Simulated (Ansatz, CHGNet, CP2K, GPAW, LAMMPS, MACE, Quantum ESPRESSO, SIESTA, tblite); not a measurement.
**Amorphous polyacrylonitrile (as short chains C14N4H18) at 360 K (108 atoms): one structure in several programs**

How near do other programs and methods come to a plane-wave reference for amorphous polyacrylonitrile (as short chains C14N4H18) at 360 K (108 atoms)? A plane-wave run serves as the reference.

Calculated with Ansatz 0.2.0; Kohn-Sham DFT, PBE, PAW, plane waves.

## (1) The starting structure

The cell holds 108 atoms: 42 C, 12 N and 54 H. Cell: a = 10.346 Å, b = 10.346 Å, c = 10.346 Å, α = 90.0°, β = 90.0°, γ = 90.0°. 3 polyacrylonitrile chains of 4 units with methyl end groups placed at random, at 1.09 g/cm³; overlaps pushed apart, then 20 ps at 800 K with MMFF94 bonds, angles, torsions, charges and radii (Halgren, J. Comput. Chem. 17, 490 (1996)) in harmonic and 12-6 forms. Snapshot after 30 ps at 360 K and fixed volume.

## (2) The reference run

The PAW files are the set soft_2.

Contents of input.yaml:

```yaml
crystal:
  lattice:
    - [10.34621, 0.0, 0.0]
    - [0.0, 10.34621, 0.0]
    - [0.0, 0.0, 10.34621]
  atoms:
    - { symbol: C, position: [0.0706, 0.70091, 0.35933] }
    - { symbol: C, position: [0.16266, 0.62867, 0.26624] }
    - { symbol: C, position: [0.26048, 0.72437, 0.21704] }
    - { symbol: C, position: [0.21981, 0.77282, 0.08786] }
    [... 98 atom lines left out ...]
    - { symbol: H, position: [0.40598, 0.92343, 0.39166] }
    - { symbol: H, position: [0.53955, 0.01977, 0.44826] }
    - { symbol: H, position: [0.37145, 0.90411, 0.65748] }
    - { symbol: H, position: [0.35809, 0.71086, 0.52784] }
    - { symbol: H, position: [0.523, 0.73035, 0.47477] }
    - { symbol: H, position: [0.48817, 0.68599, 0.64375] }
kpoints:
  mp_grid: { grid: [1, 1, 1] }
hamiltonian:
  xc: pbe
scf:
  occupations: { method: fermi_dirac, width: 0.05 }
output:
  forces: true
  eigenvalues: true
  populations: true
  stress: true
```

The run is started by

```console
ansatz run input.yaml --threads 4 --pin off --max-ram 8192MiB --backend cpu --events-out ev --progress --plain --runs-dir out
```

Numbers of over 12 decimals in the logs are rounded to 6 here.

Output:

```text
[...]
Pseudopotentials: kind: paw
Pseudopotential: C, paw, valence charge 4, recommended cutoff 420 eV (normal), C.paw.azcp
Pseudopotential: N, paw, valence charge 5, recommended cutoff 420 eV (normal), N.paw.azcp
Pseudopotential: H, paw, valence charge 1, recommended cutoff 420 eV (normal), H.paw.azcp
[... 5 lines on functional and potentials left out ...]
Crystal: 108 atoms, lattice volume = 1107.500 Å³
Basis set: ecut = 420 eV, 21631 PW (Γ), exchange–correlation on 144×144×144 points (8 copies of the dense FFT grid, shifted against one another)
Bands: 249, of which v1, the nominal top of the filled ones, is band 141 counted from 1 (140 counted from 0)
Symmetry: 1 space group operations
Space group: P1 (ITA 1), of the structure as read, at distance tolerance 1.0e-4 Å
k-points: 1
[... 7 lines on functional and potentials left out ...]
Initial density: superposition of atomic densities (neutral atoms: chi_scale 0, normalization atom), corrected by the library's trained network
Initial wavefunctions: pseudopotential atomic-orbital guess
[...]
SCF iter   1: F=—  HF=-15998.611369 eV  |F-HF|=—  |Δ(HF+E_count)|=         —  Δρ=5.00e-3  dr2=4.92e-1  ethr=1.77e-3  ⟨swp⟩=6.0  Hψ=1149  notcnv=0  defer=29
preconditioner: auto → Resta (q_TF=auto, 2.172 Å⁻¹)  ε∞=2.5  [insulator: Δε(μ)=5.893 eV  Ē_g=15.053 eV  σ=0.050 eV  W_gap=1.00  n_scr=178 (ndim 8)  ℏωp=18.7 eV  f_vac=0.185  D(μ)=0.00/eV (n_scr^D=0)  ε∞_Penn≈2.5]
[...]
SCF iter   9: F=—  HF=-15998.549062 eV  |F-HF|=—  |Δ(HF+E_count)|=   6.65e-7  Δρ=6.28e-6  dr2=4.56e-7  ethr=2.87e-9  ⟨swp⟩=2.0  Hψ=288  notcnv=0  defer=99
SCF iter  10: F=-15998.549062 eV  HF=-15998.549062 eV  |F-HF|=1.45e-8  |Δ(HF+E_count)|=   2.09e-7  Δρ=2.05e-6  dr2=5.76e-8  ethr=3.55e-11  ⟨swp⟩=13.0  Hψ=1567  notcnv=0
SCF 1 converged in 10 iterations: F = -15998.549062 eV  dr2 = 5.76e-8
[...]
SCF converged after 10 iterations
Free energy (F): -15998.549062 eV
Harris-Foulkes:  -15998.549062 eV  (|F-HF|=1.45e-8)
Internal energy: -15998.549062 eV  (E = F + TS)
E sigma→0 (E₀):  -15998.549062 eV
Fermi energy:    1.139608 eV
--- Per-component energies (eV) ---
[...]
Σ components = -15998.549062   (vs F -15998.549062, Δ=0.00e0)
--- Forces (eV/Å), atoms counted from 1 ---
  atom   1  C     -0.27663545     1.33098027    -3.39674896
  atom   2  C     -1.81925857     1.12044576     0.73365854
  atom   3  C      0.74282218     0.76087427    -0.77302693
  atom   4  C      0.38763625     0.80199580     0.11822384
[...]
atom 108  H     -0.38892387     0.52418831    -0.86191542
  max |Σ_I F_I| component: 1.32e-4 eV/Å
--- Stress (GPa, compression-positive) ---
        4.490698      -0.713027       0.030243
       -0.713027       2.707587       0.172324
        0.030243       0.172324       2.355057
  P = ⅓ Tr σ = 3.1844 GPa (31.844 kbar)
--- Band table (eV) ---
  k-point 0: bands = ["-17.6276", "-17.5204", "-17.4992", "-17.3289", [... 233 levels ...], "10.6272", "10.6628", "10.7317", "10.8119", "10.8412", "10.9149", "10.9430", "11.0322", "11.0769", "11.1321", "11.2388", "11.3186"]
--- Löwdin populations: 108 sites ---
  site symbol       q [e]
     0      C      4.4680
     1      C      4.2774
     2      C      4.1086
[...]
107      H      0.7845
  spilling = 0.012295 (of n_electrons = 282.000000)
```

It took 9.2 s on 4 threads of Arm Neoverse V2, shared host; peak memory 1.1 GiB; 33 s of CPU time.

The column dr2 measures how far the density is from self-consistency, as an energy; F and HF (Harris–Foulkes) agree once it is small.

Read from the output:

| Quantity | Value |
| --- | --- |
| free energy | -15998.5491 eV |
| free energy per atom | -148.1347 eV/atom |
| SCF cycles | 10 |
| pressure | 3.184 GPa |
| r.m.s. force component | 1.196 eV/Å |
| longest force | 5.414 eV/Å |
| Fermi energy | 1.14 eV |
| gap (highest filled to lowest empty level) | 5.883 eV |
| spilling of the projection | 0.0123 |

Neighbours are counted within 1.34 Å (H-C), 1.85 Å (C-C), 1.62 Å (C-N).

Length of the force by element and coordination:

| element | coordination | atoms | mean length of the force (eV/Å) | spread | least | most |
| --- | --- | --- | --- | --- | --- | --- |
| C | all | 42 | 2.16 | 1.09 | 0.648 | 5.41 |
| C | 2 | 12 | 1.83 | 1.04 | 0.648 | 3.63 |
| C | 4 | 30 | 2.29 | 1.08 | 0.727 | 5.41 |
| H | all | 54 | 1.34 | 0.928 | 0.144 | 4.73 |
| N | all | 12 | 2.26 | 1.03 | 0.930 | 4.06 |

Löwdin charges by element and coordination (they lack the spilled electrons, 0.032 e an atom on average):

| element | coordination | atoms | mean charge (e) | spread | least | most |
| --- | --- | --- | --- | --- | --- | --- |
| C | all | 42 | -0.118 | 0.221 | -0.482 | 0.212 |
| C | 2 | 12 | 0.193 | 0.0133 | 0.159 | 0.212 |
| C | 4 | 30 | -0.243 | 0.119 | -0.482 | -0.0999 |
| H | all | 54 | 0.201 | 0.0205 | 0.156 | 0.255 |
| N | all | 12 | -0.203 | 0.0232 | -0.254 | -0.173 |

The levels nearest the highest filled one (over half full), pooled over k-points and spins:

| level less the highest filled one (eV) | occupation |
| --- | --- |
| -0.269 | 2 |
| -0.238 | 2 |
| -0.177 | 2 |
| -0.133 | 2 |
| -0.0998 | 2 |
| 0 | 2 |
| 5.88 | 0 |
| 5.99 | 0 |
| 6.03 | 0 |
| 6.17 | 0 |
| 6.26 | 0 |
| 6.31 | 0 |

## (3) What was run beside it

The programs:
- CHGNet: machine-learned potential, published weights.
- CP2K 2026.2: Gaussian basis with GTH pseudopotentials and a plane-wave density; labels give functional, basis (MOLOPT sets; SR short-range, UZH the newer set with its own potentials), grid cutoff/relative cutoff and solver (OT: orbital transformation; TRS4, TC2, SIGN: linear-scaling purification with its sparsity filter), or its built-in tight binding.
- GPAW 26.7.0: PAW with atomic orbitals (LCAO), plane waves or a real-space grid of spacing h.
- MACE: machine-learned potential, published weights.
- Quantum ESPRESSO 7.5: plane waves; labels (QE) give functional, pseudopotential set and cutoffs of waves/density.
- SIESTA 5.4.2: numerical atomic orbitals, whose automatically made sets are far from complete, with PseudoDojo norm-conserving potentials that we converted to its format (checked against plane waves on the same files for H, C, O, Si, Ge and Ca alone); labels give functional, basis size, energy shift and mesh cutoff.
- tblite 0.8.0: extended tight binding, driven from Python.

All use the same cell and atoms; the electronic-structure runs use the same k-mesh, and an electronic temperature of 580 K (0.05 eV) where levels are smeared.

Differences are against the plane-wave reference, forces as r.m.s. over components; share is that over the reference's r.m.s. force, slope the least-squares factor from reference forces to these. Total energies of different programs have different zeros and aren't compared.

| run | Δ force, r.m.s. (meV/Å) | share (%) | slope | Δ pressure (GPa) | Δ gap (eV) | cores | CPU time | memory (GiB) |
| --- | --- | --- | --- | --- | --- | --- | --- | --- |
| reference | - | - | - | - | - | 4 | 33 s | 1.1 |
| CHGNet 0.3.0 potential | 267 | 22.3 | 0.967 | -0.0716 | - | 1 | 3.9 s | 2.2 |
| CP2K PBE, DZVP-MOLOPT-SR, 210/50 Ry, OT DIIS (coarse) | 171 | 14.3 | 1.031 | 0.591 | 0.148 | 2 | 6.9 min | 0.58 |
| CP2K PBE, DZVP-MOLOPT-SR, 600/50 Ry, OT DIIS | 175 | 14.6 | 1.030 | 0.585 | 0.148 | 4 | 8.9 min | 2.6 |
| CP2K PBE, SZV-MOLOPT-SR, 600/50 Ry, OT DIIS (coarse) | 1925 | 161 | 1.268 | 6.42 | 1.04 | 2 | 5 min | 1.6 |
| GPAW PBE, LCAO dzp, h 0.18 Å | 604 | 50.5 | 1.122 | - | 0.167 | 2 | 89 s | 1.2 |
| MACE MP-0b2 small potential | 203 | 16.9 | 1.024 | -0.647 | - | 1 | 6 s | 0.7 |
| MACE MP-0b3 medium potential | 176 | 14.8 | 0.998 | -0.450 | - | 1 | 8.1 s | 1.4 |
| QE PBE, gbrv-1.5, 40/200 Ry | 168 | 14.0 | 1.057 | 0.554 | 0.011 | 2 | 85 s | 0.76 |
| QE PBE, sssp-1.3.0-efficiency, 60/480 Ry | 41.0 | 3.42 | 1.010 | 0.0356 | 0.0044 | 2 | 3.6 min | 2.3 |
| SIESTA PBE, DZ, shift 0.01 Ry, mesh 500 Ry (coarse) | 930 | 77.7 | 1.179 | 4.32 | 0.453 | 2 | 90 s | 1.1 |
| SIESTA PBE, DZP, shift 0.01 Ry, mesh 500 Ry | 758 | 63.4 | 1.165 | 3.90 | 0.152 | 2 | 3.5 min | 1.7 |
| SIESTA PBE, DZP, shift 0.02 Ry, mesh 500 Ry | 588 | 49.1 | 1.143 | 1.18 | 0.253 | 2 | 2.5 min | 1.4 |
| SIESTA PBE, SZP, shift 0.01 Ry, mesh 500 Ry (coarse) | 1948 | 163 | 1.332 | 10.1 | 0.340 | 2 | 2.8 min | 1.6 |
| tblite GFN1-xTB | 443 | 37.1 | 0.971 | -3.45 | - | 1 | 2 s | 0.16 |
| tblite GFN2-xTB | 558 | 46.7 | 0.953 | -4.19 | - | 1 | 7.8 s | 0.16 |

Rows marked coarse were listed beforehand as settings not expected to be converged; some can still land near the reference.

Times of the machine-learned potentials are mostly Python's start and the loading of weights.

CPU time is summed over cores on a shared host, where runs went side by side, so it is rough. Symmetry, cutoffs, thresholds, outputs and thread counts weren't matched or tuned between programs; memory under MPI is the largest rank's times the ranks.

Left out of the table, since they converged to an unphysical state: CP2K PBE, DZVP-MOLOPT-SR, 600/50 Ry, TC2 filter 1e-07, SCF 1e-07 (forces off by up to 303 eV/Å); CP2K PBE, DZVP-MOLOPT-SR, 600/50 Ry, TC2 filter 1e-03, SCF 1e-04 (forces off by up to 303 eV/Å); CP2K PBE, DZVP-MOLOPT-SR, 600/50 Ry, TC2 filter 1e-05, SCF 1e-06 (forces off by up to 303 eV/Å).

Mean charges by element (e), by run and scheme:

| run | scheme | C | N | H |
| --- | --- | --- | --- | --- |
| reference | Löwdin | -0.12 | -0.20 | +0.20 |
| CP2K PBE, DZVP-MOLOPT-SR, 600/50 Ry, OT DIIS | Mulliken | +0.01 | -0.40 | +0.08 |
| CP2K PBE, DZVP-MOLOPT-SR, 600/50 Ry, OT DIIS | Hirshfeld | -0.01 | -0.17 | +0.04 |
| SIESTA PBE, DZP, shift 0.01 Ry, mesh 500 Ry | Hirshfeld | +0.01 | -0.17 | +0.03 |
| SIESTA PBE, DZP, shift 0.02 Ry, mesh 500 Ry | Hirshfeld | +0.03 | -0.16 | +0.01 |
| tblite GFN1-xTB | Mulliken | +0.03 | -0.31 | +0.05 |
| tblite GFN2-xTB | Mulliken | 0.00 | -0.25 | +0.05 |

The reference's Löwdin charges lack the electrons that the projection spills, 0.032 e an atom on average.

Within one program, basis, potentials and functional, energies share a zero. Each run against its twin at the usual cutoff or grid and solver:

| run | twin | Δ energy (meV/atom) | Δ force, r.m.s. (meV/Å) | CPU time over the twin's |
| --- | --- | --- | --- | --- |
| CP2K PBE, DZVP-MOLOPT-SR, 210/50 Ry, OT DIIS | DZVP-MOLOPT-SR, 600/50 Ry, OT DIIS | -0.142 | 27.9 | 0.78 (this twin ran on 4 cores) |

## (4) Results

```json
{
  "reference r.m.s. force component": "1.20 eV/Å",
  "nearest in forces": "QE PBE, sssp-1.3.0-efficiency, 60/480 Ry, 3.4 %",
  "farthest in forces": "SIESTA PBE, SZP, shift 0.01 Ry, mesh 500 Ry (coarse), 163 %",
  "cheapest electronic-structure run beside the reference": "tblite GFN1-xTB, 2 s of CPU time"
}
```

PBE on plane waves or a grid with other potentials, cutoffs or grids, coarse settings apart, differs from the reference by 3.4 % (QE PBE, sssp-1.3.0-efficiency, 60/480 Ry) to 14 % (QE PBE, gbrv-1.5, 40/200 Ry) of the r.m.s. force; this holds the reference's own error, so differences of a few per cent don't tell which side is nearer the exact PBE result (QE's 40 Ry are 544 eV, against the reference's 420 eV). QE PBE, gbrv-1.5, 40/200 Ry stands apart from the other plane-wave or grid runs, so its own grid or potentials are the likelier cause. The PBE runs in local orbitals, coarse settings apart, differ by 15 % (CP2K PBE, DZVP-MOLOPT-SR, 600/50 Ry, OT DIIS) to 63 % (SIESTA PBE, DZP, shift 0.01 Ry, mesh 500 Ry); basis, grid and potentials can all enter. Tight binding differs by 37 % (tblite GFN1-xTB) to 47 % (tblite GFN2-xTB); it is another model, with fitted parameters of its own, and the xTB methods hold dispersion. Machine-learned potentials differ by 15 % (MACE MP-0b3 medium potential) to 22 % (CHGNet 0.3.0 potential); they were trained on other programs' data. Runs with settings chosen to be coarse differ by 14 % (CP2K PBE, DZVP-MOLOPT-SR, 210/50 Ry, OT DIIS) to 163 % (SIESTA PBE, SZP, shift 0.01 Ry, mesh 500 Ry), their programs' other errors included. Of the electronic-structure runs that take under half the reference's CPU time, tblite GFN1-xTB comes nearest, at 37 % in 2 s against 33 s; its pressure misses by -3.4 GPa. At the same functional, gaps differ from the reference's 5.88 eV by between +0.00 and +1.04 eV. A likely cause of the wide gaps: compact atomic orbitals describe empty levels worse than filled ones. In pressure, SIESTA PBE, SZP, shift 0.01 Ry, mesh 500 Ry misses by +10.1 GPa, at the same functional. Charges hang on model, scheme and program or settings: among these rows the mean for N runs from -0.40 to -0.16 e. In the reference: filled and empty levels are parted by 5.88 eV (at Γ alone); a semilocal functional tends to put such gaps too low. In a disordered cell it changes from sample to sample, and tail or defect levels can set it. In the reference: mean Löwdin charges: C -0.12, H +0.20, N -0.20 e (they miss 1.2 % of the electrons, so they add up to more than the cell's charge). Periodic xTB results under one method name differ between programs and library versions. Machine-learned potentials mimic data converged in k, so the reference's own k-point error enters their differences. The network of contacts between molecules at the start is that of the classical potential that made the cell, and needn't be the one that DFT or experiment would give. The reference's PBE has no dispersion term, which matters for the binding between molecules or layers. The density was typed from a rule of thumb and may lie off the real one at this temperature. The electronic-structure runs sample only Γ, in a cell whose shortest periodic width is 10 Å.

[Also dropped from logs without a mark: logging warnings of Python, and SIESTA's first energy breakdown and zero terms.]

[Logs are printed without paths, hosts, clocks, repeated set-up lines and the standing remarks that a program may print on its own settings, such as how far it seeks lower states.]

[Hosts, paths, dates, database ids (printed as entryN), source tags and the programs' standing remarks are cut or masked in the printed files.]

[The MMFF94 radii named for the starting cell were scaled by 0.96; in molecules described by MMFF94, hydrogen bound to N, O or S took a small fixed 12-6 site in their place.]
